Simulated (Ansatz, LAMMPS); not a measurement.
# Structural relaxation of aqueous Ca2+ and TFSI-, 6.5 mol of salt per kg of water, from a frame at 300 K (113 atoms), part 2 of 3

Aim: bring aqueous Ca2+ and TFSI-, 6.5 mol of salt per kg of water, from a frame at 300 K (113 atoms) to a nearby minimum of the energy and see what moves.

Ansatz 0.2.0; Kohn-Sham DFT, RPBE+D4, PAW (set soft_2), plane waves.

The cell: 4 N, 8 S, 33 O, 8 C, 24 F, 34 H and 2 Ca. The network of contacts between molecules at the start is that of the classical potential that made the cell. The concentration wasn't checked against solubility and may exceed it. Sampling is at Γ alone, for a cell whose shortest periodic width is 11 Å.

So far. Step 3 (Single point at the start): The r.m.s. force component of 0.98 eV/Å and the pressure of 0.34 GPa set the starting point.

## Step 4: Cell and atoms relaxed

Cell and atoms are freed together, to release stress as well as forces.

input.yaml

```yaml
crystal:
  lattice:
    - [11.18771, 0.0, 0.0]
    - [0.0, 11.18771, 0.0]
    - [0.0, 0.0, 11.18771]
  atoms:
    [... the 113 atom lines of step 3 ...]
kpoints:
  mp_grid: { grid: [1, 1, 1] }
hamiltonian:
  xc: rpbe
  dispersion: d4
scf:
  occupations: { method: fixed }
output:
  forces: true
relax:
  f_tol: 0.05
  max_steps: 200
  cell: {}
```

Command:

```
ansatz run input.yaml --threads 4 --pin off --max-ram 8192MiB --backend cpu --events-out ev --progress --plain --runs-dir out
```

Numbers of over 12 decimals in the logs are rounded to 6 here.

Log:

```text
[...]
Crystal: 113 atoms, lattice volume = 1400.308 Å³
Basis set: ecut = 420 eV, 27369 PW (Γ), exchange–correlation on 150×150×150 points (8 copies of the dense FFT grid, shifted against one another)
Bands: 373, of which v1, the nominal top of the filled ones, is band 260 counted from 1 (259 counted from 0)
Symmetry: 1 space group operations
[...]
k-points: 1
[...]
SCF iter   1: F=—  HF=-53221.894569 eV  |F-HF|=—  |Δ(HF+E_count)|=         —  Δρ=6.79e-3  dr2=6.16e-1  ethr=1.77e-3  ⟨swp⟩=5.0  Hψ=1252  notcnv=0  defer=109
[...]
SCF iter   3: F=—  HF=-53221.715710 eV  |F-HF|=—  |Δ(HF+E_count)|=   3.95e-3  Δρ=1.44e-3  dr2=2.95e-2  ethr=2.23e-5  ⟨swp⟩=3.0  Hψ=464  notcnv=0  defer=77
automatic band count: iteration 3 solves 339 bands in place of 373: the levels show a gap, and the empty bands left out lie too high to hold charge; the band table lists the bands solved (type scf.n_extra_bands for more)
SCF iter   4: F=—  HF=-53221.713302 eV  |F-HF|=—  |Δ(HF+E_count)|=   2.41e-3  Δρ=4.17e-4  dr2=2.68e-3  ethr=5.67e-6  ⟨swp⟩=3.0  Hψ=486  notcnv=0  defer=77
[...]
SCF iter  10: F=-53221.710361 eV  HF=-53221.710361 eV  |F-HF|=6.18e-8  |Δ(HF+E_count)|=   9.81e-8  Δρ=2.28e-6  dr2=6.58e-8  ethr=1.92e-11  ⟨swp⟩=5.0  Hψ=1191  notcnv=0
SCF 1 converged in 10 iterations: F = -53221.710361 eV  dr2 = 6.58e-8
[...]
relax step   1: F+E_penalty+E_count = -53221.71036072 eV  Δ(F+E_penalty+E_count) = +0.000e0 eV  max|allowed force component| = 3.741e0 eV/Å  Δτ_max = 0.0000 Å  P = +0.336 GPa  Ω = 1400.308 Å³  (10 SCF iters, dr2 threshold 1.00e-7 eV, accepted)
[... from here on, the SCF cycles and remarks between the steps are left out ...]
relax step   2: F+E_penalty+E_count = -53225.56605006 eV  Δ(F+E_penalty+E_count) = -3.856e0 eV  max|allowed force component| = 2.017e0 eV/Å  Δτ_max = 0.1969 Å  P = -0.323 GPa  Ω = 1433.964 Å³  energy of the carried Pulay correction = -1.173e-1 eV  (8 SCF iters, dr2 threshold 1.13e-5 eV, accepted)
relax step   3: F+E_penalty+E_count = -53226.98670139 eV  Δ(F+E_penalty+E_count) = -1.421e0 eV  max|allowed force component| = 1.604e0 eV/Å  Δτ_max = 0.1930 Å  P = -0.426 GPa  Ω = 1441.759 Å³  energy of the carried Pulay correction = -1.441e-1 eV  (8 SCF iters, dr2 threshold 1.13e-5 eV, accepted)
relax step   4: F+E_penalty+E_count = -53227.68385248 eV  Δ(F+E_penalty+E_count) = -6.972e-1 eV  max|allowed force component| = 1.178e0 eV/Å  Δτ_max = 0.1943 Å  P = -0.303 GPa  Ω = 1434.793 Å³  energy of the carried Pulay correction = -1.202e-1 eV  (8 SCF iters, dr2 threshold 1.13e-5 eV, accepted)
relax step   5: F+E_penalty+E_count = -53227.99044681 eV  Δ(F+E_penalty+E_count) = -3.066e-1 eV  max|allowed force component| = 6.979e-1 eV/Å  Δτ_max = 0.2000 Å  P = -0.259 GPa  Ω = 1434.236 Å³  energy of the carried Pulay correction = -1.183e-1 eV  (8 SCF iters, dr2 threshold 1.13e-5 eV, accepted)
relax step   6: F+E_penalty+E_count = -53228.20338910 eV  Δ(F+E_penalty+E_count) = -2.129e-1 eV  max|allowed force component| = 9.000e-1 eV/Å  Δτ_max = 0.1945 Å  P = -0.225 GPa  Ω = 1429.284 Å³  energy of the carried Pulay correction = -1.012e-1 eV  (7 SCF iters, dr2 threshold 1.13e-5 eV, accepted)
relax step   7: F+E_penalty+E_count = -53228.32734530 eV  Δ(F+E_penalty+E_count) = -1.240e-1 eV  max|allowed force component| = 3.973e-1 eV/Å  Δτ_max = 0.2000 Å  P = -0.140 GPa  Ω = 1427.515 Å³  energy of the carried Pulay correction = -9.507e-2 eV  (7 SCF iters, dr2 threshold 1.13e-5 eV, accepted)
relax step   8: F+E_penalty+E_count = -53228.43518062 eV  Δ(F+E_penalty+E_count) = -1.078e-1 eV  max|allowed force component| = 1.522e-1 eV/Å  Δτ_max = 0.2000 Å  P = -0.055 GPa  Ω = 1428.577 Å³  energy of the carried Pulay correction = -9.874e-2 eV  (8 SCF iters, dr2 threshold 9.86e-6 eV, accepted)
relax step   9: F+E_penalty+E_count = -53228.48472276 eV  Δ(F+E_penalty+E_count) = -4.954e-2 eV  max|allowed force component| = 1.001e0 eV/Å  Δτ_max = 0.1950 Å  P = -0.312 GPa  Ω = 1427.162 Å³  energy of the carried Pulay correction = -9.385e-2 eV  (8 SCF iters, dr2 threshold 1.45e-6 eV, accepted)
relax step  10: F+E_penalty+E_count = -53228.44977188 eV  Δ(F+E_penalty+E_count) = +3.495e-2 eV  max|allowed force component| = 3.027e0 eV/Å  Δτ_max = 0.1987 Å  P = +0.263 GPa  Ω = 1424.386 Å³  energy of the carried Pulay correction = -8.423e-2 eV  (8 SCF iters, dr2 threshold 1.13e-5 eV, rejected (line search))
relax step  11: F+E_penalty+E_count = -53228.53674700 eV  Δ(F+E_penalty+E_count) = -5.202e-2 eV  max|allowed force component| = 6.358e-1 eV/Å  Δτ_max = 0.0993 Å  P = -0.228 GPa  Ω = 1427.826 Å³  energy of the carried Pulay correction = -9.614e-2 eV  (12 SCF iters, accepted)
relax step  12: F+E_penalty+E_count = -53228.59833619 eV  Δ(F+E_penalty+E_count) = -6.159e-2 eV  max|allowed force component| = 7.812e-2 eV/Å  Δτ_max = 0.0975 Å  P = -0.016 GPa  Ω = 1424.876 Å³  energy of the carried Pulay correction = -8.593e-2 eV  (7 SCF iters, dr2 threshold 1.13e-5 eV, accepted)
[...]
relax step  37: F+E_penalty+E_count = -53229.26475592 eV  Δ(F+E_penalty+E_count) = +3.816e-3 eV  max|allowed force component| = 5.104e-1 eV/Å  Δτ_max = 0.1947 Å  P = -0.082 GPa  Ω = 1418.260 Å³  energy of the carried Pulay correction = -6.294e-2 eV  (7 SCF iters, dr2 threshold 3.13e-6 eV, rejected (line search))
relax step  38: F+E_penalty+E_count = -53229.27508863 eV  Δ(F+E_penalty+E_count) = -6.517e-3 eV  max|allowed force component| = 5.765e-2 eV/Å  Δτ_max = 0.0973 Å  P = -0.000 GPa  Ω = 1417.863 Å³  energy of the carried Pulay correction = -6.155e-2 eV  (11 SCF iters, accepted)
relax step  39: F+E_penalty+E_count = -53229.27669404 eV  Δ(F+E_penalty+E_count) = -1.605e-3 eV  max|allowed force component| = 1.541e-1 eV/Å  Δτ_max = 0.0675 Å  P = -0.013 GPa  Ω = 1417.757 Å³  energy of the carried Pulay correction = -6.118e-2 eV  (8 SCF iters, dr2 threshold 2.08e-7 eV, accepted)
relax step  40: F+E_penalty+E_count = -53229.27787259 eV  Δ(F+E_penalty+E_count) = -1.179e-3 eV  max|allowed force component| = 2.506e-2 eV/Å  Δτ_max = 0.0281 Å  P = +0.003 GPa  Ω = 1417.595 Å³  energy of the carried Pulay correction = -6.062e-2 eV  (6 SCF iters, dr2 threshold 1.48e-6 eV, accepted)
relax step  41: F+E_penalty+E_count = -53229.36024594 eV  Δ(F+E_penalty+E_count) = -8.237e-2 eV  max|allowed force component| = 2.537e-2 eV/Å  Δτ_max = 0.0000 Å  P = +0.103 GPa  Ω = 1417.595 Å³  stress off target by 2.36e-1 GPa  SCF on the basis re-selected at this cell (its energy is not comparable with the rows above)  (7 SCF iters)
relax step  42: F+E_penalty+E_count = -53229.10139234 eV  Δ(F+E_penalty+E_count) = +2.589e-1 eV  max|allowed force component| = 4.089e-1 eV/Å  Δτ_max = 0.2000 Å  P = -0.213 GPa  Ω = 1439.070 Å³  energy of the carried Pulay correction = -8.143e-2 eV  (11 SCF iters, dr2 threshold 1.39e-7 eV, rejected (line search))
relax step  43: F+E_penalty+E_count = -53229.33159661 eV  Δ(F+E_penalty+E_count) = +2.865e-2 eV  max|allowed force component| = 1.429e-1 eV/Å  Δτ_max = 0.0704 Å  P = +0.008 GPa  Ω = 1428.360 Å³  energy of the carried Pulay correction = -3.941e-2 eV  (13 SCF iters, accepted)
relax step  44: F+E_penalty+E_count = -53229.32364478 eV  Δ(F+E_penalty+E_count) = +7.952e-3 eV  max|allowed force component| = 6.460e-2 eV/Å  Δτ_max = 0.0957 Å  P = -0.025 GPa  Ω = 1430.399 Å³  energy of the carried Pulay correction = -4.707e-2 eV  (7 SCF iters, dr2 threshold 1.28e-6 eV, rejected (line search))
relax step  45: F+E_penalty+E_count = -53229.33647275 eV  Δ(F+E_penalty+E_count) = -4.876e-3 eV  max|allowed force component| = 4.886e-2 eV/Å  Δτ_max = 0.0478 Å  P = -0.006 GPa  Ω = 1427.528 Å³  energy of the carried Pulay correction = -3.655e-2 eV  (11 SCF iters, accepted)
relax step  46: F+E_penalty+E_count = -53229.37727926 eV  Δ(F+E_penalty+E_count) = -4.081e-2 eV  max|allowed force component| = 4.875e-2 eV/Å  Δτ_max = 0.0000 Å  P = +0.015 GPa  Ω = 1427.528 Å³  stress off target by 7.25e-2 GPa  SCF on the basis re-selected at this cell (its energy is not comparable with the rows above)  (7 SCF iters)
relax step  47: F+E_penalty+E_count = -53229.36763649 eV  Δ(F+E_penalty+E_count) = +9.643e-3 eV  max|allowed force component| = 6.928e-2 eV/Å  Δτ_max = 0.0500 Å  P = -0.002 GPa  Ω = 1430.790 Å³  energy of the carried Pulay correction = -1.160e-2 eV  (10 SCF iters, dr2 threshold 1.31e-8 eV, accepted)
relax step  48: F+E_penalty+E_count = -53229.36973049 eV  Δ(F+E_penalty+E_count) = -2.094e-3 eV  max|allowed force component| = 2.343e-2 eV/Å  Δτ_max = 0.0384 Å  P = -0.005 GPa  Ω = 1431.053 Å³  energy of the carried Pulay correction = -1.254e-2 eV  (8 SCF iters, dr2 threshold 3.00e-7 eV, accepted)
relax step  49: F+E_penalty+E_count = -53229.37899770 eV  Δ(F+E_penalty+E_count) = -9.267e-3 eV  max|allowed force component| = 2.318e-2 eV/Å  Δτ_max = 0.0000 Å  P = -0.002 GPa  Ω = 1431.053 Å³  stress off target by 3.01e-2 GPa  SCF on the basis re-selected at this cell (its energy is not comparable with the rows above)  (6 SCF iters)
[...]
SCF converged after 6 iterations
Free energy (F): -53229.378998 eV
[...]
Internal energy: -53229.378998 eV  (E = F + TS)
E sigma→0 (E₀):  -53229.378998 eV
Fermi energy:    -0.274022 eV
[...]
--- Forces (eV/Å), atoms counted from 1 ---
  atom   1  N      0.01857498    -0.00285325     0.01758014
  atom   2  S     -0.02317611    -0.00277321    -0.01591387
  atom   3  O      0.00371684     0.00173925    -0.00015533
  atom   4  O      0.00931242     0.00811981     0.00473130
  atom   5  C     -0.00134621    -0.00020569     0.00596236
  atom   6  F      0.00129742    -0.00114970    -0.00165781
  atom   7  F     -0.00220480    -0.00060763    -0.00145724
  atom   8  F      0.00148636    -0.00069019     0.00065677
  atom   9  S     -0.00563013    -0.00540780    -0.00164347
  atom  10  O      0.00076000     0.00176146    -0.00900797
  atom  11  O     -0.00042784     0.00016514     0.00447487
  atom  12  C      0.00194811     0.00114008     0.00201372
  atom  13  F      0.00007383     0.00037490    -0.00221171
  atom  14  F     -0.00016218    -0.00324079    -0.00277154
[...]
atom 112  Ca    -0.00508500    -0.00166740     0.00170086
  atom 113  Ca    -0.00508422    -0.00126539    -0.00124898
  max |Σ_I F_I| component: 1.02e-5 eV/Å
--- Stress (GPa, compression-positive) ---
       -0.011550      -0.014814      -0.018616
       -0.014814      -0.009049      -0.000377
       -0.018616      -0.000378       0.013481
  P = ⅓ Tr σ = -0.0024 GPa (-0.024 kbar)
--- Relaxed structure (46 steps of the walk, 39 accepted, 3 SCFs on fresh bases) ---
  F+E_penalty+E_count = -53229.37899770 eV   max|allowed force component| = 2.318e-2 eV/Å   (the final SCF, on the basis selected at the relaxed cell)
  cell:  # Å, volume = 1431.0526 Å³
    - [11.315316, -0.145759, -0.192798]
    - [-0.145759, 11.086212, -0.104246]
    - [-0.192798, -0.104246, 11.414146]
  atoms:
    - { symbol: N, position: [0.141706, 0.904182, 0.391973] }
    - { symbol: S, position: [0.270303, 0.851492, 0.392019] }
    - { symbol: O, position: [0.352299, 0.916981, 0.473347] }
    - { symbol: O, position: [0.275020, 0.719820, 0.391287] }
[...]
- { symbol: Ca, position: [0.727286, 0.320349, 0.726181] }
```

Elapsed: 13 min, on 4 threads of Arm Neoverse V1, shared host; peak memory 1.7 GiB; 49 min of CPU time.

The steps of the relaxation (22 of 49):

| step | energy less that of the first step (eV) | largest force component (eV/Å) | pressure (GPa) | volume (Å³) |
| --- | --- | --- | --- | --- |
| 1 | 0.0000 | 3.7408 | 0.34 | 1400.31 |
| 3 | -5.2763 | 1.6043 | -0.43 | 1441.76 |
| 6 | -6.4930 | 0.9000 | -0.23 | 1429.28 |
| 8 | -6.7248 | 0.1522 | -0.06 | 1428.58 |
| 10 | -6.7394 | 3.0271 | 0.26 | 1424.39 |
| 12 | -6.8880 | 0.0781 | -0.02 | 1424.88 |
| 15 | -7.0184 | 1.0062 | -0.26 | 1420.96 |
| 17 | -7.1599 | 0.7660 | -0.24 | 1417.48 |
| 19 | -7.2704 | 0.2480 | -0.04 | 1414.31 |
| 22 | -7.3361 | 2.1827 | -0.16 | 1408.98 |
| 24 | -7.4438 | 0.2739 | -0.02 | 1409.61 |
| 26 | -7.4929 | 0.2559 | -0.08 | 1410.97 |
| 28 | -7.4358 | 1.8671 | -0.09 | 1420.34 |
| 31 | -7.5306 | 0.8830 | -0.06 | 1417.70 |
| 33 | -7.5483 | 0.1791 | -0.01 | 1417.31 |
| 35 | -7.5577 | 0.2607 | -0.04 | 1417.44 |
| 38 | -7.5647 | 0.0576 | 0.00 | 1417.86 |
| 40 | -7.5675 | 0.0251 | 0.00 | 1417.60 |
| 42 | -7.3910 | 0.4089 | -0.21 | 1439.07 |
| 44 | -7.6133 | 0.0646 | -0.03 | 1430.40 |
| 47 | -7.6573 | 0.0693 | 0.00 | 1430.79 |
| 49* | -7.6686 | 0.0232 | 0.00 | 1431.05 |

Relaxation steps marked * repeat the geometry before them on a plane-wave basis chosen anew for their cell, so energy and pressure can jump there. Other such steps can lie between the rows shown. Relaxation steps 10, 22, 28, 31, 37, 42, 44 were tried and not accepted.

| cell as run | before | after | change |
| --- | --- | --- | --- |
| a (Å) | 11.188 | 11.318 | +1.2 % |
| b (Å) | 11.188 | 11.088 | -0.9 % |
| c (Å) | 11.188 | 11.416 | +2.0 % |
| α (°) | 90.00 | 91.05 | +1.2 % |
| β (°) | 90.00 | 91.94 | +2.2 % |
| γ (°) | 90.00 | 91.48 | +1.6 % |
| volume (Å³/atom) | 12.39 | 12.66 | +2.2 % |

The atoms that moved most (Å, as changes of fractional coordinates times the final cell):

| atom | dx | dy | dz | length |
| --- | --- | --- | --- | --- |
| H102 | -0.775 | 2.032 | 0.830 | 2.328 |
| F52 | 1.120 | -1.014 | 1.435 | 2.083 |
| H101 | -0.415 | 1.522 | -1.110 | 1.929 |
| O100 | -0.504 | 1.637 | -0.761 | 1.874 |
| H80 | 1.346 | 1.093 | -0.479 | 1.798 |
| H81 | 0.006 | 1.560 | -0.076 | 1.561 |
| F15 | 1.311 | -0.465 | -0.408 | 1.449 |
| F7 | 0.275 | -0.942 | -1.053 | 1.439 |

The relaxation changed the energy by -67.9 meV/atom, and atoms moved by 0.79 Å r.m.s., 2.3 Å at most.

## Step 5: Structure statistics after relaxation

Bonds before and after, by the cutoffs listed below:

| pair | bonds before | bonds after | mean before (Å) | mean after (Å) | spread before (Å) | spread after (Å) |
| --- | --- | --- | --- | --- | --- | --- |
| H-O | 34 | 34 | 1.000 | 0.980 | 0.000 | 0.008 |
| O-S | 16 | 16 | 1.459 | 1.461 | 0.016 | 0.006 |
| O-Ca | 14 | 15 | 2.523 | 2.485 | 0.105 | 0.078 |
| F-C | 24 | 24 | 1.366 | 1.346 | 0.025 | 0.007 |
| C-S | 8 | 8 | 1.818 | 1.887 | 0.033 | 0.010 |
| S-N | 8 | 8 | 1.564 | 1.591 | 0.027 | 0.010 |

Density 1.75 g/cm³, 12.66 Å³ an atom.

Pair distribution functions g(r), in bins of 0.2 Å:

| r (Å) | total | H-H | H-O | H-F | H-C | H-S | H-N |
| --- | --- | --- | --- | --- | --- | --- | --- |
| 0.90 | 3.10 | 0.00 | 17.60 | 0.00 | 0.00 | 0.00 | 0.00 |
| 1.10 | 0.09 | 0.00 | 0.48 | 0.00 | 0.00 | 0.00 | 0.00 |
| 1.30 | 1.20 | 0.00 | 0.00 | 0.00 | 0.00 | 0.00 | 0.00 |
| 1.50 | 1.53 | 6.90 | 0.00 | 0.00 | 0.00 | 0.00 | 0.00 |
| 1.70 | 0.16 | 0.00 | 0.69 | 0.00 | 0.00 | 0.00 | 0.00 |
| 1.90 | 0.67 | 0.00 | 2.63 | 0.00 | 0.00 | 0.00 | 0.00 |
| 2.10 | 0.70 | 1.09 | 0.82 | 0.17 | 0.00 | 0.00 | 0.00 |
| 2.30 | 0.33 | 2.77 | 0.00 | 0.26 | 0.00 | 0.00 | 0.00 |
| 2.50 | 0.78 | 2.84 | 0.08 | 0.21 | 0.00 | 0.00 | 0.00 |
| 2.70 | 1.06 | 0.94 | 0.62 | 0.56 | 0.00 | 0.56 | 0.00 |
| 2.90 | 1.19 | 0.94 | 0.96 | 0.80 | 0.00 | 0.73 | 0.00 |
| 3.10 | 1.17 | 0.63 | 1.88 | 0.66 | 0.21 | 0.65 | 0.00 |
| 3.30 | 1.04 | 0.98 | 2.11 | 0.96 | 0.37 | 0.76 | 0.39 |
| 3.50 | 1.03 | 2.06 | 1.79 | 0.80 | 0.35 | 0.50 | 0.33 |
| 3.70 | 0.95 | 1.81 | 1.21 | 0.70 | 1.26 | 0.76 | 0.90 |
| 3.90 | 1.08 | 1.49 | 1.04 | 0.98 | 1.39 | 0.96 | 1.91 |
| 4.10 | 0.88 | 0.88 | 1.02 | 0.91 | 1.34 | 1.24 | 1.01 |
| 4.30 | 1.00 | 1.23 | 0.77 | 0.75 | 2.03 | 1.48 | 1.59 |
| 4.50 | 0.97 | 0.54 | 0.70 | 0.93 | 1.64 | 1.04 | 1.25 |
| 4.70 | 1.06 | 1.12 | 1.15 | 1.29 | 0.57 | 1.13 | 0.76 |
| 4.90 | 1.07 | 0.99 | 1.12 | 1.08 | 0.88 | 1.58 | 1.04 |
| 5.10 | 1.08 | 0.76 | 0.96 | 1.27 | 1.29 | 1.22 | 1.78 |
| 5.30 | 1.04 | 0.88 | 1.20 | 0.93 | 0.98 | 1.57 | 1.03 |

Bonds by pair of elements; cutoffs follow the first minimum of g(r), held within bounds set by covalent radii, and pairs that aren't listed don't count as bonded:

| pair A-B | cutoff (Å) | bonds | mean length (Å) | spread (Å) | shortest (Å) | B about A | A about B |
| --- | --- | --- | --- | --- | --- | --- | --- |
| H-O | 1.21 | 34 | 0.98 | 0.008 | 0.968 | 1 | 1.03 |
| O-S | 1.88 | 16 | 1.46 | 0.006 | 1.45 | 0.485 | 2 |
| O-Ca | 3.02 | 15 | 2.48 | 0.078 | 2.36 | 0.455 | 7.5 |
| F-C | 1.62 | 24 | 1.35 | 0.007 | 1.34 | 1 | 3 |
| C-S | 2.21 | 8 | 1.89 | 0.01 | 1.87 | 1 | 1 |
| S-N | 2.02 | 8 | 1.59 | 0.01 | 1.57 | 1 | 2 |

How many atoms have how many bonded neighbours:

| element | mean | 1 | 2 | 3 | 4 | 7 | 8 |
| --- | --- | --- | --- | --- | --- | --- | --- |
| C | 4 | 0 | 0 | 0 | 8 | 0 | 0 |
| Ca | 7.5 | 0 | 0 | 0 | 0 | 1 | 1 |
| F | 1 | 24 | 0 | 0 | 0 | 0 | 0 |
| H | 1 | 34 | 0 | 0 | 0 | 0 | 0 |
| N | 2 | 0 | 4 | 0 | 0 | 0 | 0 |
| O | 1.97 | 9 | 16 | 8 | 0 | 0 | 0 |
| S | 4 | 0 | 0 | 0 | 8 | 0 | 0 |

Bond angles, per cent of each kind in bins of 5°:

| angle (°) | O-Ca-O | F-C-F | F-C-S | H-O-H | C-S-O |
| --- | --- | --- | --- | --- | --- |
| 65–70 | 6.1 | 0.0 | 0.0 | 0.0 | 0.0 |
| 70–75 | 18.4 | 0.0 | 0.0 | 0.0 | 0.0 |
| 75–80 | 22.4 | 0.0 | 0.0 | 0.0 | 0.0 |
| 80–85 | 8.2 | 0.0 | 0.0 | 0.0 | 0.0 |
| 85–90 | 2.0 | 0.0 | 0.0 | 0.0 | 0.0 |
| 90–95 | 0.0 | 0.0 | 0.0 | 0.0 | 0.0 |
| 95–100 | 2.0 | 0.0 | 0.0 | 0.0 | 0.0 |
| 100–105 | 0.0 | 0.0 | 0.0 | 35.3 | 43.8 |
| 105–110 | 0.0 | 91.7 | 54.2 | 64.7 | 56.2 |
| 110–115 | 4.1 | 8.3 | 45.8 | 0.0 | 0.0 |
| 115–120 | 6.1 | 0.0 | 0.0 | 0.0 | 0.0 |
| 120–125 | 2.0 | 0.0 | 0.0 | 0.0 | 0.0 |
| 125–130 | 0.0 | 0.0 | 0.0 | 0.0 | 0.0 |
| 130–135 | 0.0 | 0.0 | 0.0 | 0.0 | 0.0 |
| 135–140 | 8.2 | 0.0 | 0.0 | 0.0 | 0.0 |
| 140–145 | 14.3 | 0.0 | 0.0 | 0.0 | 0.0 |
| 145–150 | 6.1 | 0.0 | 0.0 | 0.0 | 0.0 |

Bond angles (no mean is given where the spread exceeds 20°):

| angle | count | mean (°) | spread (°) |
| --- | --- | --- | --- |
| O-Ca-O | 49 | - | - |
| F-C-F | 24 | 109 | 0.5 |
| F-C-S | 24 | 110 | 1.2 |
| H-O-H | 17 | 105 | 1.2 |
| C-S-O | 16 | 105 | 1.4 |

Hydrogen bonds between water molecules (O–O under 3.5 Å, H–O···O angle under 30°):

| hydrogen bonds to other water | molecules |
| --- | --- |
| 0 | 2 |
| 1 | 3 |
| 2 | 4 |
| 3 | 7 |
| 4 | 1 |

First shells of the ions:

| ion | count | shell | mean number |
| --- | --- | --- | --- |
| Ca | 2 | water O within 3.2 A | 4 |

Bond length by coordination (bonds to H left out):

| element | coordination | atoms | mean bond length (Å) |
| --- | --- | --- | --- |
| Ca | 7 | 1 | 2.48 |
| Ca | 8 | 1 | 2.49 |
| O | 1 | 9 | 1.46 |
| O | 2 | 7 | 2.00 |
| O | 3 | 8 | 2.43 |

With the cutoffs above, all C atoms have 4, 50 % of Ca atoms have 7 and as many 8, all F atoms have 1 and all H atoms have 1 bonded neighbour. The 17 water molecules hold 2.12 hydrogen bonds each to other water on average, with a mean O–O distance of 2.84 Å. Ion shells in this frame: Ca 4.0 (water O within 3.2 Å).

(Part 2 of 3 ends here.)

[Logs are printed without paths, hosts, clocks, repeated set-up lines and the standing remarks that a program may print on its own settings, such as how far it seeks lower states.]

[Hosts, paths, dates, database ids (printed as entryN), source tags and the programs' standing remarks are cut or masked in the printed files.]
